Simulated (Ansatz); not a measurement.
Rows from a G0W0 calculation on LaInO3 (Pnma) (Ansatz 0.2.0; G0W0 on LDA, plane waves, PAW; 2×2×2 mesh, 436 empty bands, screening to 78 eV), in eV. Spin-orbit coupling is left out.

```csv
row,k,band,start,Σx,Σc at the solution,Vxc
A,Γ,c2,14.374,-17.405,-8.340,-29.454
B,Γ,v1,9.697,-27.382,4.351,-22.913
C,Γ,v3,9.399,-26.792,4.226,-22.419
D,Γ,c1,12.533,-13.441,-3.258,-17.881
E,Γ,c3,14.390,-18.916,-9.441,-32.434
F,Γ,v2,9.547,-27.118,4.306,-22.671
```

Question: Give the quasiparticle energies and the shift of each level.

The quasiparticle equation reads E = start + Σx + Σc(E) − Vxc.

```csv
row,E (eV),shift (eV)
A,18.082,+3.709
B,9.580,−0.117
C,9.252,−0.147
D,13.715,+1.182
E,18.467,+4.077
F,9.405,−0.142
```

The gap over the computed points goes from 2.84 eV to 4.14 eV.

Limits: not at the basis limit; f levels unsure; no spin-orbit coupling; coarse k mesh.

[Paths, hosts, dates, memory and timing lines, banners, echoed tables and standing remarks are left out of the program output.]

[Logs are printed without paths, hosts, clocks, repeated set-up lines and the standing remarks that a program may print on its own settings, such as how far it seeks lower states.]

[Runs of the session that timed out or met a known fault of the program may be left out.]

[Cells called generated may have been cut or substituted from an entry of the Crystallography Open Database or the Materials Project.]

[Hosts, paths, dates, database ids (printed as entryN), source tags and the programs' standing remarks are cut or masked in the printed files.]
